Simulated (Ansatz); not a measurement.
# Decaying states in the gap of KLuTeS, part 2 of 3

Wanted: the relaxed cell of KLuTeS, its band edges and its decay constants. It is built by putting Te for part of the S in the KLuS2 structure of space group R-3m, with the volume rescaled by atomic radii. The parent structure comes from the Materials Project.

Ansatz 0.2.0; r2SCAN DFT, plane waves, PAW files (the session's first sound run).

So far. Step 2 (Relaxing the new crystal): The largest force component on a free atom ends at 0.013 eV/Å.

The structure was built from a prototype and need not be the compound's stable phase.

## (3) The bulk crystal and its band edges

The energy window and the wavevectors of the next steps follow from the band edges, so these are searched first, off the mesh as well.

Contents of input.yaml:

```yaml
crystal:
  lattice:
    - [2.0841131684, 1.2032632988, 7.7765417783]
    - [-2.0841131684, 1.2032632988, 7.7765417783]
    - [0.0, -2.4065265976, 7.7765417783]
  atoms:
    - { symbol: K, position: [-0.0070111175, -0.0070111175, -0.0070111175] }
    - { symbol: Lu, position: [0.5088955199, 0.5088955199, 0.5088955199] }
    - { symbol: Te, position: [0.7650089399, 0.7650089399, 0.7650089399] }
    - { symbol: S, position: [0.2331066576, 0.2331066576, 0.2331066576] }
kpoints:
  mp_grid: { grid: [8, 8, 8] }
  band_path: { path: [VBM, CBM], npoints: 30 }
scf:
  occupations: { method: fixed }
hamiltonian:
  xc: r2scan
output:
  eigenvalues: true
  write_potential: true
  write_density: true
  volumetric_format: npy
  elf: true
```

Launch:

```
> ansatz run input.yaml --threads 2 --pin off --max-ram 4096MiB --backend cpu --events-out ev --progress --plain --runs-dir out
```

Numbers of over 12 decimals in the logs are rounded to 6 here.

The program printed:

```text
[...]
Crystal: 4 atoms, lattice volume = 117.009 Å³
Basis set: ecut = 500 eV, 2981 PW (Γ), FFT grids on a1−a2, a2, −a2+a3, exchange–correlation on 128×240×128 points (64 copies of the dense FFT grid, shifted against one another)
Bands: 34, of which v1, the nominal top of the filled ones, is band 28 counted from 1 (27 counted from 0)
Symmetry: 6 space group operations
[...]
k-points: 65 of 512 (time reversal used)
[...]
SCF iter   1: F=—  HF=-24194.084875 eV  |F-HF|=—  |Δ(HF+E_count)|=         —  Δρ=5.70e-3  dr2=4.35e-2  dr2_τ=1.71e-2  ethr=1.77e-3  ⟨swp⟩=5.0  Hψ=7641  notcnv=0  defer=248
[...]
SCF iter   8: F=-24194.092058 eV  HF=-24194.092058 eV  |F-HF|=3.31e-9  |Δ(HF+E_count)|=   6.54e-8  Δρ=2.50e-6  dr2=8.97e-9  dr2_τ=5.46e-10  ethr=1.79e-10  ⟨swp⟩=10.0  Hψ=10824  notcnv=0
SCF 1 converged in 8 iterations: F = -24194.092058 eV  dr2 = 8.97e-9
[...]
NSCF: frozen V_eff on 32 k-points
[...]
SCF converged after 8 iterations
Free energy (F): -24194.092058 eV
[...]
Internal energy: -24194.092058 eV  (E = F + TS)
E sigma→0 (E₀):  -24194.092058 eV
Fermi energy:    7.839617 eV
[...]
--- Band table (eV; the first three rows and the last of 65) ---
  k-point 0: bands = [... 24 lower, 5.1397, 6.7444, 7.8396, 7.8396, 10.5105, 10.7004, 10.7004, 10.9011, ... 2 higher]
  k-point 1: bands = [... 24 lower, 5.1562, 6.6783, 7.1152, 7.6046, 10.5200, 10.8139, 11.0429, 11.3438, ... 2 higher]
  k-point 2: bands = [... 24 lower, 5.1804, 5.7223, 6.6915, 7.1970, 10.1555, 11.3403, 11.6505, 11.9025, ... 2 higher]
  k-point 64: bands = [... 24 lower, 5.1605, 5.8767, 7.7524, 7.7524, 10.7455, 10.7455, 10.8535, 11.6993, ... 2 higher]
```

Run time: 62 s. Hardware: 2 threads of Arm Neoverse V2, shared host; peak memory 0.72 GiB.

Reading the cycles: dr2 is the Hartree energy of the density residual (eV), the measure of convergence; HF is the Harris–Foulkes estimate of the energy, which meets the free energy F at convergence.

This step gave:

| Quantity | Value |
| --- | --- |
| free energy | -24194.0921 eV |
| Fermi energy | 7.840 eV |
| gap on the k-mesh | 1.608 eV |
| gap on path | 1.608 eV, by band count; negative where bands overlap |
| direct gap on path | 2.605 eV |
| edge places on path | 0, 0.9110 1/A along the path |

The electronic bands at the labelled points (eV, zero at the Fermi level (highest filled level under fixed occupations); v1 is the highest filled band, c1 the lowest empty one):

```
  point     v4     v3     v2     v1    c1    c2    c3    c4
    VBM  -2.70  -1.10   0.00   0.00  2.67  2.86  2.86  3.06
halfway  -2.65  -2.08  -1.25  -0.67  2.29  3.46  3.78  4.36
    CBM  -2.68  -2.35  -1.62  -1.00  1.61  3.72  4.25  4.52
```

Valence density in the ac plane of the conventional cell at fractional y = 0.000, with atoms of K and Lu and Te and S within 0.2 Å of it. It is the smooth field of the valence electrons, not physical close to the nuclei.

Values in e/Å³, 24 rows by 14 columns, each cell a mean:
```
 2  1  1  0  0  0  0  0  0  0  0  0  1  2
 0  0  0  0  0  0  0  0  0  0  0  0  0  0
 0  0  0  0  0  0  0  0  0  0  0  0  0  0
 0  0  0  0  0  0  0  0  0  0  0  0  0  0
 1  1  0  0  0  0  0  0  0  0  0  0  0  1
 1  1  1  1  0  0  0  0  0  0  0  1  1  1
 1  1  0  0  0  0  0  0  0  0  0  0  0  1
 0  0  0  0  0  0  0  0  0  0  0  0  0  0
 0  0  0  0  0  0  0  0  0  0  0  0  0  0
 0  0  0  0  0  0  0  0  0  0  0  0  0  0
 0  0  0  0  0  0  0  0  0  0  0  0  0  0
11  6  2  0  0  0  0  0  0  0  0  1  3  9
22 11  3  1  0  0  0  0  0  0  0  1  6 17
 0  0  0  0  0  0  0  0  0  0  0  0  0  0
 0  0  0  0  0  0  0  0  0  0  0  0  0  0
 0  0  0  0  0  0  0  0  0  0  0  0  0  0
 0  0  0  0  0  0  0  0  0  0  0  0  0  0
 4  2  1  0  0  0  0  0  0  0  0  1  1  3
11  7  2  1  0  0  0  0  0  0  0  1  4  9
 1  0  0  0  0  0  0  0  0  0  0  0  0  0
 0  0  0  0  0  0  0  0  0  0  0  0  0  0
 0  0  0  0  0  0  0  0  0  0  0  0  0  0
 0  0  0  0  0  0  0  0  0  0  0  0  0  0
 4  3  2  0  0  0  0  0  0  0  0  1  2  3
```
Columns run along a (4.2 Å), rows up along c (23.3 Å), edges of the conventional cell, whose origin can differ from the input's. Atoms in or near the plane, at fractional coordinates: K at (0.00, 0.01), Lu at (0.00, 0.49), Te at (0.00, 0.23), S at (0.00, 0.77).

ELF in the ac plane of the conventional cell at fractional y = 0.000, with atoms of K and Lu and Te and S within 0.2 Å of it. It is the smooth field of the valence electrons, not physical close to the nuclei.

Ten even steps from '_' (0.01) to '@' (0.84), each cell a mean:
```
%%%%**--....::--::..::++##%%
____..--++##%%%%%%**==..____
____::++##%%%%%%%%%%**--..__
........::----------::......
%%%%##++--________..==**%%%%
--**@@@@%%==..__::**@@@@%%==
@@@@@@##==..______::++%%@@@@
--::..____..::--::______::--
____________......__________
____::==**########**++--..__
__..::++##%%%%##%%##**==..__
%%##++::::==++++==--::--**##
@@@@##--..::====--....==%%@@
......--++##%%%%%%##==......
______..::----------::..____
__________..::::::__________
####++--..__....____::==**##
==++**####==..__::**####**==
__..==**%%**::..==####++--..
********==..____..::++******
::..........::::::..........
____..--**##%%%%%%##==::____
==--::..::==****++--....--==
%%@@@@##::__________==%%@@@@
```
Columns run along a (4.2 Å), rows up along c (23.3 Å), edges of the conventional cell, whose origin can differ from the input's. Atoms in or near the plane, at fractional coordinates: K at (0.00, 0.01), Lu at (0.00, 0.49), Te at (0.00, 0.23), S at (0.00, 0.77).

Electrostatic potential energy in the ac plane of the conventional cell at fractional y = 0.000, with atoms of K and Lu and Te and S within 0.2 Å of it. With pseudopotentials it is smooth inside the atoms' cores, unlike the true potential.

Ten even steps from '_' (-31 eV) to '@' (12 eV), each cell a mean:
```
--==**%%@@@@@@@@@@@@%%##++--
@@@@@@@@@@@@@@@@@@@@@@@@@@@@
@@@@@@@@@@@@%%%%%%@@@@@@@@@@
@@@@@@@@@@%%%%%%%%%%@@@@@@@@
**##%%@@%%%%%%##%%%%@@%%##**
..__--##@@@@@@@@@@@@%%**..__
**##%%@@@@@@@@@@@@@@@@@@##**
@@@@@@@@@@%%%%%%%%@@@@@@@@@@
@@@@@@@@@@@@@@@@@@@@@@@@@@@@
@@@@@@@@@@@@@@@@@@@@@@@@@@@@
%%@@@@@@@@@@%%%%%%@@@@@@@@%%
....--**%%@@@@@@@@%%##++::..
____..++%%@@@@@@@@%%##--____
####%%@@@@@@@@@@@@@@@@%%%%##
@@@@@@@@@@@@@@@@@@@@@@@@@@@@
@@@@@@@@@@%%%%%%%%@@@@@@@@@@
@@@@@@@@@@@@@@@@@@@@@@@@@@@@
####**##@@@@@@@@@@@@%%##**##
@@@@****%%@@@@@@@@@@##++##@@
####%%%%@@%%%%%%%%%%@@%%####
@@@@@@@@%%%%%%%%%%%%@@@@@@@@
@@@@@@@@@@@@@@@@@@@@@@@@@@@@
##%%%%@@@@@@@@@@@@@@@@@@%%%%
____--##%%@@@@@@@@@@%%++..__
```
Columns run along a (4.2 Å; values clipped at the 3rd and 97th percentile), rows up along c (23.3 Å), edges of the conventional cell, whose origin can differ from the input's. Atoms in or near the plane, at fractional coordinates: K at (0.00, 0.01), Lu at (0.00, 0.49), Te at (0.00, 0.23), S at (0.00, 0.77).

The searched edges give 1.61 eV, as on the mesh.

## (4) Complex bands

This step: r2SCAN DFT, plane waves, PAW files; complex bands by layer matching along the plane's normal (Ansatz 0.2.0).

The same crystal is laid in a cell whose first two vectors span the (101) plane (indices of the standard conventional cell, whose axes can be ordered otherwise than in the bulk input). At fixed energy and wavevector in the plane the solver finds all kz, real and complex. A few wavevectors are listed, (0, 0) and (-0.5, 0) in units of the plane's reciprocal vectors; the slowest state needn't be among them.

Contents of input.yaml:

```yaml
crystal:
  lattice:
    - [8.140391409, 0.0, 0.0]
    - [1.067154509, 4.029304164, 0.0]
    - [1.067154509, 1.873335033, 3.567339051]
  atoms:
    - { symbol: K, position: [0.9789666475, 0.0070111175, 0.0070111175] }
    - { symbol: Lu, position: [0.5266865597, 0.4911044801, 0.4911044801] }
    - { symbol: Te, position: [0.2950268197, 0.2349910601, 0.2349910601] }
    - { symbol: S, position: [0.6993199728, 0.7668933424, 0.7668933424] }
kpoints:
  mp_grid: { grid: [6, 6, 6] }
scf:
  occupations: { method: fixed }
hamiltonian:
  xc: r2scan
output:
  eigenvalues: true
  transmission:
    leads: [[0, 0]]
    kpoints: [[0.0, 0.0], [-0.5, 0.0]]
    e_range: [-1.0, 2.61]
    de: 0.07
```

The program printed:

```text
[...]
Crystal: 4 atoms, lattice volume = 117.009 Å³
Basis set: ecut = 500 eV, 2981 PW (Γ), exchange–correlation on 240×128×128 points (64 copies of the dense FFT grid, shifted against one another)
Bands: 34, of which v1, the nominal top of the filled ones, is band 28 counted from 1 (27 counted from 0)
Symmetry: 6 space group operations
[...]
k-points: 32 of 216 (time reversal used)
[...]
SCF iter   1: F=—  HF=-24194.081642 eV  |F-HF|=—  |Δ(HF+E_count)|=         —  Δρ=5.71e-3  dr2=4.41e-2  dr2_τ=1.71e-2  ethr=1.77e-3  ⟨swp⟩=5.0  Hψ=3762  notcnv=0  defer=116
[...]
SCF iter   8: F=-24194.088783 eV  HF=-24194.088783 eV  |F-HF|=3.04e-9  |Δ(HF+E_count)|=   6.48e-8  Δρ=2.45e-6  dr2=8.64e-9  dr2_τ=5.30e-10  ethr=1.79e-10  ⟨swp⟩=10.0  Hψ=5300  notcnv=0
SCF 1 converged in 8 iterations: F = -24194.088783 eV  dr2 = 8.64e-9
[...]
transmission: 6 of 12 steps passed
transmission: 12 of 12 steps passed
SCF converged after 8 iterations
Free energy (F): -24194.088783 eV
[...]
Internal energy: -24194.088783 eV  (E = F + TS)
E sigma→0 (E₀):  -24194.088783 eV
Fermi energy:    7.841489 eV
[...]
--- Band table (eV; the first three rows and the last of 32) ---
  k-point 0: bands = [... 24 lower, 5.1393, 6.7456, 7.8415, 7.8415, 10.5105, 10.6996, 10.6996, 10.9003, ... 2 higher]
  k-point 1: bands = [... 24 lower, 5.1652, 6.4379, 6.9086, 7.4688, 10.4081, 10.9753, 11.2468, 11.5286, ... 2 higher]
  k-point 2: bands = [... 24 lower, 5.1822, 5.2896, 6.4179, 6.9892, 9.9498, 11.6994, 11.9894, 12.1464, ... 2 higher]
  k-point 31: bands = [... 24 lower, 5.1601, 5.8777, 7.7543, 7.7543, 10.7447, 10.7447, 10.8528, 11.6994, ... 2 higher]
--- Transmission ---
  basis      : 343 plane waves across, 6 finite elements along
  points     : 2, as listed
  energies   : 52 from -1.000000 to 2.570000 eV about the Fermi level, 0.070000 eV apart; the leads are filled to 0.802890 eV, and channels, transmission and decay are at 0.820000 eV
  crystal 0  : K1Te1Lu1S1, at the sites [0, 0], period 3.5673 Å: whole cells are its period
    offset         : up to 0.0000 Å between an atom of the period and one for which it stands
    channels       : 0.000000e0 a spin
    conductance    : none, the energies end too early or step too widely for 300 K: set another output.transmission.e_range or a lower de, or, where they end at an eighth of basis.ecutwfc, a higher one
    slowest decay  : 0.1625 /Å at (0.0000, 0.0000)
```

Wall time 99 s (2 threads); peak memory 1.2 GiB.

Numbers from this step:

```yaml
free_energy: -24194.0888 eV
fermi_energy: 7.841 eV
gap_on_the_k_mesh: 1.606 eV
level_to_which_the_leads_are_filled: 0.8029 eV from the Fermi level
decay_constant_at_the_filling_level_zone_centre: 0.1625 Å⁻¹
decay_constant_at_the_filling_level_slowest_listed_point: 0.1625 Å⁻¹
```

K parallel (0, 0); values up to 1.5 1/Å, a degenerate pair printed once or twice; energies at which all values exceed this have no row. Im kz of the slowest decaying states against energy, zero at the highest filled level on the SCF mesh:

```
energy (eV)  decay 1 (Å⁻¹)  decay 2 (Å⁻¹)  decay 3 (Å⁻¹)  decay 4 (Å⁻¹)
      -1.00          0.150          0.486          0.736          0.772
      -0.86          0.224          0.497          0.719          0.779
      -0.72          0.277          0.507          0.703          0.784
      -0.58          0.316          0.516          0.685          0.787
      -0.44          0.348          0.523          0.667          0.780
      -0.30          0.373          0.530          0.649          0.758
      -0.16          0.395          0.536          0.631          0.736
      -0.02          0.414          0.541          0.612          0.713
       0.12         0.0724          0.138          0.430          0.545
       0.26          0.103          0.193          0.444          0.547
       0.40          0.125          0.229          0.455          0.548
       0.54          0.140          0.254          0.463          0.537
       0.68          0.153          0.271          0.470          0.519
       0.89          0.167          0.289          0.475          0.492
       1.03          0.173          0.296          0.473          0.475
       1.17          0.178          0.300          0.455          0.474
       1.31          0.181          0.301          0.435          0.470
       1.45          0.183          0.299          0.415          0.461
       1.59          0.183          0.295          0.394          0.432
       1.73          0.182          0.289          0.372          0.403
       1.87          0.179          0.273          0.279          0.347
       2.01          0.175          0.267           0.32          0.425
       2.15          0.168          0.252          0.290          0.411
       2.29          0.158          0.232          0.254          0.395
       2.43          0.144          0.208          0.212          0.377
       2.57          0.113          0.162          0.175          0.357
```

K parallel (0, 0). Table of Re kz of states that move upwards by energy, zero at the highest filled level on the SCF mesh:

```
energy (eV)  channel 1 (Å⁻¹)  channel 2 (Å⁻¹)
      -1.00           -0.779           -0.337
      -0.93           -0.665           -0.292
      -0.79           -0.537           -0.237
      -0.72           -0.489           -0.219
      -0.58           -0.404           -0.187
      -0.51           -0.366           -0.172
      -0.44           -0.329           -0.157
      -0.30           -0.255           -0.125
      -0.23           -0.217           -0.108
      -0.16           -0.176          -0.0886
      -0.02          -0.0591          -0.0303
       0.05                -                -
       0.19                -                -
       0.26                -                -
       0.33                -                -
       0.47                -                -
       0.54                -                -
       0.61                -                -
       0.75                -                -
       0.82                -                -
       0.96                -                -
       1.03                -                -
       1.10                -                -
       1.24                -                -
       1.31                -                -
       1.38                -                -
       1.52                -                -
       1.59                -                -
       1.73                -                -
       1.80                -                -
       1.87                -                -
       2.01           -0.705                -
       2.08           -0.614                -
       2.15           -0.551                -
       2.29           -0.455                -
       2.36           -0.413                -
       2.50           -0.333                -
       2.57           -0.291                -
```

K parallel (-0.5, 0); values up to 1.5 1/Å, a degenerate pair printed once or twice; energies at which all values exceed this have no row. Im kz of the slowest decaying states against energy, zero at the highest filled level on the SCF mesh:

```
energy (eV)  decay 1 (Å⁻¹)  decay 2 (Å⁻¹)  decay 3 (Å⁻¹)  decay 4 (Å⁻¹)
      -1.00         0.0418          0.243          0.369          0.834
      -0.79          0.289          0.382          0.826          0.844
      -0.65          0.312          0.388          0.808          0.836
      -0.44          0.339          0.395          0.779          0.819
      -0.30          0.353          0.398          0.759          0.806
      -0.09          0.370          0.400          0.726          0.787
      -0.02         0.0600          0.114          0.375          0.400
       0.05         0.0845          0.159          0.379          0.401
       0.26          0.129          0.235          0.391          0.399
       0.40          0.149          0.266          0.397          0.398
       0.61          0.171          0.297          0.393          0.404
       0.82          0.186          0.316          0.385          0.410
       0.96          0.194          0.324          0.376          0.414
       1.17          0.202          0.331          0.351          0.418
       1.31          0.206          0.311          0.331          0.414
       1.52          0.178          0.208          0.328          0.387
       1.66          0.208          0.322          0.375          0.431
       1.87          0.205          0.309          0.359          0.437
       2.01          0.201          0.297          0.349          0.439
       2.22          0.190          0.271          0.332          0.440
       2.36          0.180          0.249          0.320          0.438
       2.57          0.158          0.204          0.300          0.413
```

K parallel (-0.5, 0). Re kz of states that move upwards against energy, zero at the highest filled level on the SCF mesh:

```
energy (eV)  channel 1 (Å⁻¹)  channel 2 (Å⁻¹)
      -1.00           -0.211                -
      -0.86           -0.537           -0.179
      -0.72           -0.421           -0.149
      -0.65           -0.373           -0.134
      -0.51           -0.287           -0.103
      -0.37           -0.206          -0.0695
      -0.23           -0.118          -0.0290
      -0.16          -0.0628         -0.00219
      -0.02                -                -
       0.12                -                -
       0.26                -                -
       0.33                -                -
       0.47                -                -
       0.61                -                -
       0.75                -                -
       0.82                -                -
       0.96                -                -
       1.10                -                -
       1.24                -                -
       1.31                -                -
       1.45                -                -
       1.59                -                -
       1.73           -0.600                -
       1.80           -0.544                -
       1.94           -0.457                -
       2.08           -0.386                -
       2.22           -0.324                -
       2.29           -0.294                -
       2.43           -0.236                -
       2.57           -0.176                -
```

At the listed wavevectors the last open channel is at -0.02 eV and the next at +1.66 eV on the grid. At +0.82 eV, the grid energy nearest the filling level (the middle of the gap on the SCF mesh), the slowest state at the listed wavevectors decays with κ = 0.163 Å⁻¹, its amplitude falling by e over 6.2 Å. Through 1 nm of this crystal that state's transmission falls by exp(−2 × 0.163 Å⁻¹ × 10 Å) = 0.039.

(Part 2 of 3 ends here.)

[Logs are printed without paths, hosts, clocks, repeated set-up lines and the standing remarks that a program may print on its own settings, such as how far it seeks lower states.]

[Hosts, paths, dates, database ids (printed as entryN), source tags and the programs' standing remarks are cut or masked in the printed files.]
